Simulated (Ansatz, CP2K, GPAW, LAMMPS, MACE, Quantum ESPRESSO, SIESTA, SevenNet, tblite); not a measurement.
# tblite runs on liquid 68TiO2-32SiO2 (mol %) at 3000 K (93 atoms)

How do the settings of tblite change the result for liquid 68TiO2-32SiO2 (mol %) at 3000 K (93 atoms)? A plane-wave run serves as the yardstick.

Calculated with tblite 0.8.0; the method is named at each step.

### Step 1. The structure

The cell holds 93 atoms: 21 Ti, 10 Si and 62 O. Its edges and angles: a = 11.642 Å, b = 11.642 Å, c = 11.642 Å, α = 90.0°, β = 90.0°, γ = 90.0°. 93 atoms (21 Ti, 10 Si, 62 O) placed at random at 3.07 g/cm³, melted at 4000 K for 10 ps at fixed volume with the Morse and Coulomb pair potential with partial charges (Pedone, Malavasi, Menziani, Cormack and Segre, J. Phys. Chem. B 110, 11780 (2006)). Snapshot at the end of a hold of 10 ps at 3000 K and zero pressure.

The yardstick, on the same geometry:

```
method                                           : Kohn-Sham DFT, PBE, PAW, plane waves (Ansatz 0.2.0); cutoff 420 eV, Γ point, fermi-dirac smearing of 0.05 eV; PAW set soft_2
r.m.s. force component                           : 2.877 eV/Å
longest force                                    : 11.96 eV/Å
pressure                                         : 5.426 GPa
gap (highest filled to lowest empty level) : 0.7041 eV
SCF cycles                                       : 16
time                                             : 19 s on 8 threads of Arm Neoverse V2, shared host
CPU time                                         : 2.4 min
```

### Step 2. GFN1-xTB

Method: GFN1-xTB tight binding, diagonalisation.

Input file run.py:

```python
import numpy as np
from ase.io import read
from tblite.ase import TBLite

atoms = read("structure.xyz")
atoms.calc = TBLite(method="GFN1-xTB", electronic_temperature=580, accuracy=1.0, max_iterations=250, mixer_damping=0.4, verbosity=1)
energy = atoms.get_potential_energy()
forces = atoms.get_forces()
print(f"energy {energy:.6f} eV")
print("forces (eV/A)")
for i, (a, f) in enumerate(zip(atoms, forces)):
    print(f"{i:4d} {a.symbol:2s} {f[0]:10.5f} {f[1]:10.5f} {f[2]:10.5f}")
stress = -atoms.get_stress(voigt=False) * 160.21766
print("stress (GPa, compression positive)")
for row in stress:
    print(" ".join(f"{x:10.4f}" for x in row))
print("charges (e)")
print(np.array2string(atoms.get_charges(), precision=4, suppress_small=True, max_line_width=110, threshold=100000))
```

Input file structure.xyz:

```xyz
93
Lattice="11.64156 0.00000 0.00000 0.00000 11.64156 0.00000 0.00000 0.00000 11.64156" Properties=species:S:1:pos:R:3 pbc="T T T"
Ti 6.75408 11.59336 5.09283
Ti 4.48805 9.40417 6.44931
Ti 6.53965 0.99617 1.89874
Ti 1.21538 0.91549 3.06522
Ti 10.63503 7.72487 7.96818
Ti 6.10390 4.50039 1.24576
Ti 9.20824 3.83403 1.52679
Ti 10.81734 0.99954 0.13958
Ti 7.08342 3.73624 8.76190
Ti 3.99131 8.28565 2.91924
Ti 1.36451 4.00120 10.42246
Ti 9.74515 4.83241 10.26285
Ti 2.07697 9.59753 4.63707
Ti 11.44540 11.22421 8.56667
Ti 6.76933 7.65456 0.52620
Ti 0.47521 6.80181 2.17511
Ti 10.39277 8.90184 3.68549
Ti 8.23745 8.02790 5.75198
Ti 9.85388 0.70536 5.59959
Ti 3.89911 9.13257 11.43469
Ti 3.82251 2.19408 1.00374
Si 9.10777 9.98671 1.29023
Si 0.20349 5.58387 6.02684
Si 11.60163 3.93392 3.36534
Si 4.89446 6.11520 7.09006
Si 6.90368 5.29854 4.45290
Si 9.02128 4.05417 6.14779
Si 3.23682 11.15727 8.69531
Si 2.54554 4.14754 7.55037
Si 1.04332 7.72476 10.58718
Si 4.95139 1.76649 7.45886
O 11.27101 3.70562 10.11209
O 0.62480 8.65794 4.29108
O 1.11235 4.52938 7.07574
O 2.15800 3.81587 9.00021
O 5.83452 2.48699 8.53315
O 1.86218 5.72078 11.05552
O 3.80155 0.85728 8.22243
O 0.39640 4.79167 2.16917
O 2.42633 2.61923 11.23096
O 2.07173 10.88439 3.41435
O 10.82397 0.41432 7.15711
O 3.84451 9.46762 1.57173
O 5.71694 0.83819 6.32276
O 10.38392 7.21032 3.15626
O 7.79670 4.49760 10.02047
O 8.33280 11.57602 5.75733
O 5.27514 1.30455 0.71561
O 10.31594 9.81628 2.17127
O 6.41846 0.30885 3.61505
O 9.79730 5.18177 0.44622
O 4.69353 3.74509 1.22818
O 2.47360 8.19810 10.87566
O 2.35229 7.54361 2.57616
O 8.39042 3.82856 7.51684
O 9.13839 7.70345 7.16759
[... 33 atom lines left out ...]
O 6.34442 9.78264 5.75279
O 10.09149 5.88760 8.91173
O 7.30962 3.04625 1.33925
O 6.67737 4.90645 2.72133
```

On the command line:

```console
> OMP_NUM_THREADS=1 python run.py > output.txt
```

What it wrote:

```text
------------------------------------------------------------
  cycle        total energy    energy error   density error
------------------------------------------------------------
      1     -287.3369592529  -2.8857610E+02   1.2567225E+00
      2     -329.2824279302  -4.1945469E+01   2.4184680E+00
      3     -319.7806615950   9.5017663E+00   7.7326719E-01
      4     -329.5285272914  -9.7478657E+00   5.9322114E-01
      5     -329.1932840488   3.3524324E-01   4.5913942E-01
      6     -336.2591487952  -7.0658647E+00   3.5610389E-01
      7     -337.1621492797  -9.0300048E-01   2.7104970E-01
      8     -339.4389988013  -2.2768495E+00   1.7215376E-01
      9     -340.0955920526  -6.5659325E-01   1.2933636E-01
     10     -340.4168918448  -3.2129979E-01   7.9620033E-02
     11     -340.6500547612  -2.3316292E-01   3.2544202E-02
     12     -340.6780139765  -2.7959215E-02   2.0625542E-02
     13     -340.6878826811  -9.8687046E-03   1.0233598E-02
     14     -340.6879676733  -8.4992202E-05   9.4147195E-03
     15     -340.6947762526  -6.8085793E-03   2.8137846E-03
     16     -340.6949126533  -1.3640076E-04   2.1011749E-03
     17     -340.6951330970  -2.2044365E-04   1.1313982E-03
     18     -340.6951900434  -5.6946478E-05   6.7740813E-04
     19     -340.6952158144  -2.5771000E-05   4.2749176E-04
     20     -340.6952253311  -9.5166864E-06   2.3103925E-04
     21     -340.6952277995  -2.4684050E-06   1.2483365E-04
     22     -340.6952288014  -1.0018209E-06   5.9012612E-05
     23     -340.6952289358  -1.3443133E-07   3.8506913E-05
     24     -340.6952290580  -1.2220283E-07   1.6566186E-05
------------------------------------------------------------
 total:                                   4.763 sec
energy -9270.789395 eV
forces (eV/A)
   0 Ti    0.45321   -2.60629    6.82171
   1 Ti   -0.01202   -0.01147   -1.42127
   2 Ti    0.99431   -1.53051   -1.22159
   3 Ti    0.04650    0.35026    0.60007
   4 Ti    0.95411    0.51090    0.87427
   5 Ti    2.97420    0.43095   -1.74338
   6 Ti    0.72173   -0.69974   -1.66542
   7 Ti   -1.56726   -0.81460   -1.45363
   8 Ti   -1.20082    2.20786   -2.14396
   9 Ti   -0.44372    0.82647   -2.48628
  10 Ti    0.10964    0.94188    3.49240
  11 Ti    0.94554   -0.16279   -0.74400
  12 Ti   -0.47592   -0.37473   -3.42236
  13 Ti   -0.25995   -1.01505   -1.07463
  14 Ti   -2.20137   -0.76669    2.20957
  15 Ti   -0.10940    0.33132   -0.29876
  16 Ti    1.69449   -1.63328    0.03019
  17 Ti    1.26628    5.17408    1.10121
  18 Ti    2.41109    1.14423   -0.16471
  19 Ti   -2.25152    1.27945    1.51588
  20 Ti   -2.23503    1.04475   -1.05133
  21 Si   -6.33286    0.86258   -2.50361
  22 Si    0.00219    0.15707    0.60280
  23 Si    4.03858   -1.68651    3.55564
[...]
85 O    -0.67373    0.07002    1.63714
  86 O    -0.29488    1.24384    0.12503
  87 O    -1.88409    1.51787   -2.96386
  88 O    -0.89048    1.70124    0.86231
  89 O    -0.68332   -0.12807    0.42348
  90 O    -0.35912    0.34842    1.65578
  91 O     0.77746   -1.22851    0.17821
  92 O     0.81219    2.33547    6.88248
stress (GPa, compression positive)
   -3.2975     2.0564     0.2297
    2.0564    -5.5139    -0.2667
    0.2297    -0.2667    -0.8855
charges (e)
[ 0.8645  0.9518  0.9324  0.975   0.93    0.8372  0.8936  0.8896  0.8851  0.8639  0.8498  0.869   0.7783
  0.8941  0.8856  0.9967  0.8562  0.8766  0.8472  0.8335  0.8448  0.5508  0.5892  0.5961  0.5792  0.5933
  0.5531  0.5619  0.588   0.5516  0.5573 -0.469  -0.4778 -0.2319 -0.3262 -0.3503 -0.4588 -0.2207 -0.3614
 -0.471  -0.4523 -0.4418 -0.4371 -0.3593 -0.47   -0.4559 -0.4433 -0.4252 -0.3137 -0.4377 -0.4566 -0.4373
 -0.3112 -0.4613 -0.3458 -0.4482 -0.3099 -0.3487 -0.3557 -0.4516 -0.4392 -0.448  -0.3441 -0.2873 -0.3061
 -0.4612 -0.445  -0.3417 -0.2514 -0.4481 -0.3473 -0.47   -0.3567 -0.242  -0.4048 -0.2346 -0.3677 -0.3216
 -0.49   -0.4488 -0.4803 -0.3288 -0.4478 -0.3948 -0.379  -0.3004 -0.4473 -0.3848 -0.3701 -0.4647 -0.4561
 -0.4767 -0.359 ]
```

The job ended after 5.3 s (1 thread of Arm Neoverse V2, shared host; peak memory 0.13 GiB).

Banners, paths, timers and routine set-up lines are dropped from the logs unmarked, and long logs keep their key lines alone; longer cuts are marked.

Compared with the plane-wave run:

- r.m.s. force component: 2.056 eV/Å
- r.m.s. difference of force components: 1349 meV/Å
- longest difference of force vectors: 5394 meV/Å
- force difference over r.m.s. force: 46.88 %
- slope of forces against the reference's: 0.6454
- correlation of force components: 0.9032
- pressure: -3.232 GPa
- pressure difference: -8.658 GPa

Length of the force difference by element (eV/Å):

```csv
element,atoms,mean,most
O,62,1.7,4.6
Si,10,1.7,2.3
Ti,21,2.7,5.4
```

The surroundings of O38, whose charge lies farthest from its element's mean, nearest first, numbered as they follow in the input and with coordinates relative to it.

```csv
atom,x,y,z,distance (Å),bonds,Mulliken charge (e),Fx,Fy,Fz (eV/Å)
O38,0.00,0.00,0.00,0.00,2,-0.22,1.52,4.04,-0.50
Si28,-0.56,-1.34,0.47,1.53,4,0.56,-3.88,-0.28,5.39
Si31,1.15,0.91,-0.76,1.65,4,0.56,-2.15,1.30,-1.95
O68,0.43,-2.25,-0.15,2.30,2,-0.34,4.04,-6.55,-3.85
O78,-2.12,-1.42,0.37,2.58,2,-0.32,-1.94,-0.10,0.20
O36,2.03,1.63,0.31,2.62,2,-0.35,2.29,0.10,1.18
O57,0.17,2.29,-1.28,2.63,2,-0.31,-2.08,-0.81,0.98
O44,1.92,-0.02,-1.90,2.70,2,-0.36,-0.41,1.16,0.32
O75,-0.28,-1.95,2.41,3.12,2,-0.40,0.37,1.44,-2.64
```

Atoms are counted from 1 here, from 0 in the log.

Forces lie 47 % from the reference's, at 0.037 times its CPU time (on 1 against 8 cores).

### Step 3. GFN2-xTB

Method: GFN2-xTB tight binding, diagonalisation.

Edit run.py of step 2 so:

```diff
@@ -5,3 +5,3 @@
 atoms = read("structure.xyz")
-atoms.calc = TBLite(method="GFN1-xTB", electronic_temperature=580, accuracy=1.0, max_iterations=250, mixer_damping=0.4, verbosity=1)
+atoms.calc = TBLite(method="GFN2-xTB", electronic_temperature=580, accuracy=1.0, max_iterations=250, mixer_damping=0.4, verbosity=1)
 energy = atoms.get_potential_energy()
```

structure.xyz is that of step 2.

What it wrote:

```text
------------------------------------------------------------
  cycle        total energy    energy error   density error
------------------------------------------------------------
      1     -288.6315162192  -2.9009686E+02   5.2718114E-01
      2     -295.2774229756  -6.6459068E+00   4.2797029E-01
      3     -280.9271535124   1.4350269E+01   4.3330731E-01
[...]
35     -306.3837119027  -6.9708449E-08   3.6839112E-05
     36     -306.3837119401  -3.7385178E-08   1.9287757E-05
------------------------------------------------------------
 total:                                   8.045 sec
energy -8337.125457 eV
forces (eV/A)
   0 Ti    0.60376   -2.08772    5.67769
   1 Ti    0.21881    0.42582   -1.98398
   2 Ti    0.97384   -0.88197   -0.54078
[...]
91 O     0.56613   -0.82347   -0.07716
  92 O     1.05544    1.97486    6.07829
stress (GPa, compression positive)
   -3.2801     1.6461     0.4209
    1.6461    -5.7605    -0.0366
    0.4209    -0.0366    -1.0896
charges (e)
[ 0.6991  0.7443  0.7778  0.8055  0.7306  0.7022  0.7237  0.7474  0.6731  0.7041  0.6198  0.7101  0.6149
  0.6843  0.7222  0.8254  0.7121  0.7188  0.6703  0.613   0.6438  0.7179  0.7012  0.7208  0.6599  0.7133
  0.6954  0.6751  0.6611  0.6497  0.6655 -0.4032 -0.4435 -0.2517 -0.2497 -0.3122 -0.4272 -0.273  -0.3386
 -0.3852 -0.3785 -0.3102 -0.3284 -0.3288 -0.4235 -0.3789 -0.3528 -0.3328 -0.3324 -0.3624 -0.4227 -0.3496
 -0.2542 -0.3817 -0.3279 -0.3665 -0.3195 -0.2868 -0.3679 -0.3875 -0.377  -0.3863 -0.3448 -0.3028 -0.2608
 -0.3884 -0.4118 -0.3255 -0.2615 -0.3203 -0.3479 -0.4293 -0.3081 -0.3113 -0.35   -0.2988 -0.3288 -0.2929
 -0.4334 -0.3383 -0.376  -0.3452 -0.353  -0.3971 -0.3089 -0.3503 -0.3971 -0.3487 -0.3858 -0.3946 -0.3836
 -0.4285 -0.3378]
```

Elapsed: 8.6 s, on 1 thread; peak memory 0.13 GiB.

Numbers from this run, and their distance from the reference:

* r.m.s. force component: 1.984 eV/Å
* r.m.s. difference of force components: 1452 meV/Å
* longest difference of force vectors: 6069 meV/Å
* force difference over r.m.s. force: 50.46 %
* slope of forces against the reference's: 0.6104
* correlation of force components: 0.8853
* pressure: -3.377 GPa
* pressure difference: -8.802 GPa

Against the first run (47 %), the force difference from the reference is 50 %, at 1.6 times the CPU time (36 SCF steps against 24).

### Step 4. All runs compared

Differences are against the plane-wave reference, forces as r.m.s. over components; share is that over the reference's r.m.s. force, slope the least-squares factor from reference forces to these. Total energies of different programs have different zeros and aren't compared.

```
            run  Δ force, r.m.s. (meV/Å)  share (%)  slope  Δ pressure (GPa)  cores  CPU time  memory (GiB)
      reference                        -          -      -                 -      8   2.4 min           2.2
tblite GFN1-xTB                     1349       46.9  0.645             -8.66      1     5.3 s          0.13
tblite GFN2-xTB                     1452       50.5  0.610             -8.80      1     8.6 s          0.13
```

CPU time is summed over cores on a shared host, where runs went side by side, so it is rough. Symmetry, cutoffs, thresholds, outputs and thread counts weren't matched or tuned between programs; memory under MPI is the largest rank's times the ranks.

Mean charges by element (e), by run and scheme:

| run | scheme | Ti | Si | O |
| --- | --- | --- | --- | --- |
| reference | Löwdin | +1.34 | +1.71 | -0.66 |
| tblite GFN1-xTB | Mulliken | +0.88 | +0.57 | -0.39 |
| tblite GFN2-xTB | Mulliken | +0.71 | +0.69 | -0.35 |

The reference's Löwdin charges lack the electrons that the projection spills, 0.045 e an atom on average.

### Step 5. Results

- nearest in forces: tblite GFN1-xTB, 47 %
- its CPU time: 5.3 s

What this shows: Tight binding differs by 47 % (tblite GFN1-xTB) to 50 % (tblite GFN2-xTB); it is another model, with fitted parameters of its own, and the xTB methods hold dispersion. Of the electronic-structure runs that take under half the reference's CPU time, tblite GFN1-xTB comes nearest, at 47 % in 5.3 s against 2.4 min; its pressure misses by -8.7 GPa. Charges hang on model, scheme and program or settings: among these rows the mean for Si runs from +0.57 to +1.71 e. Periodic xTB results under one method name differ between programs and library versions. The frame stands for 3000 K, but pressures are static and levels are smeared at 580 K. The network of bonds at the start is that of the classical potential that made the cell, and needn't be the one that DFT or experiment would give. The reference's stress is far from hydrostatic: its diagonal is 5.8, 1.1, 9.4 GPa, compression counted positive. The runs have no spin polarisation, so moments on Ti can't form, and no Hubbard term. The electronic-structure runs sample only Γ, in a cell whose shortest periodic width is 12 Å.

[Also dropped from logs without a mark: logging warnings of Python, and SIESTA's first energy breakdown and zero terms.]

[Logs are printed without paths, hosts, clocks, repeated set-up lines and the standing remarks that a program may print on its own settings, such as how far it seeks lower states.]

[Hosts, paths, dates, database ids (printed as entryN), source tags and the programs' standing remarks are cut or masked in the printed files.]
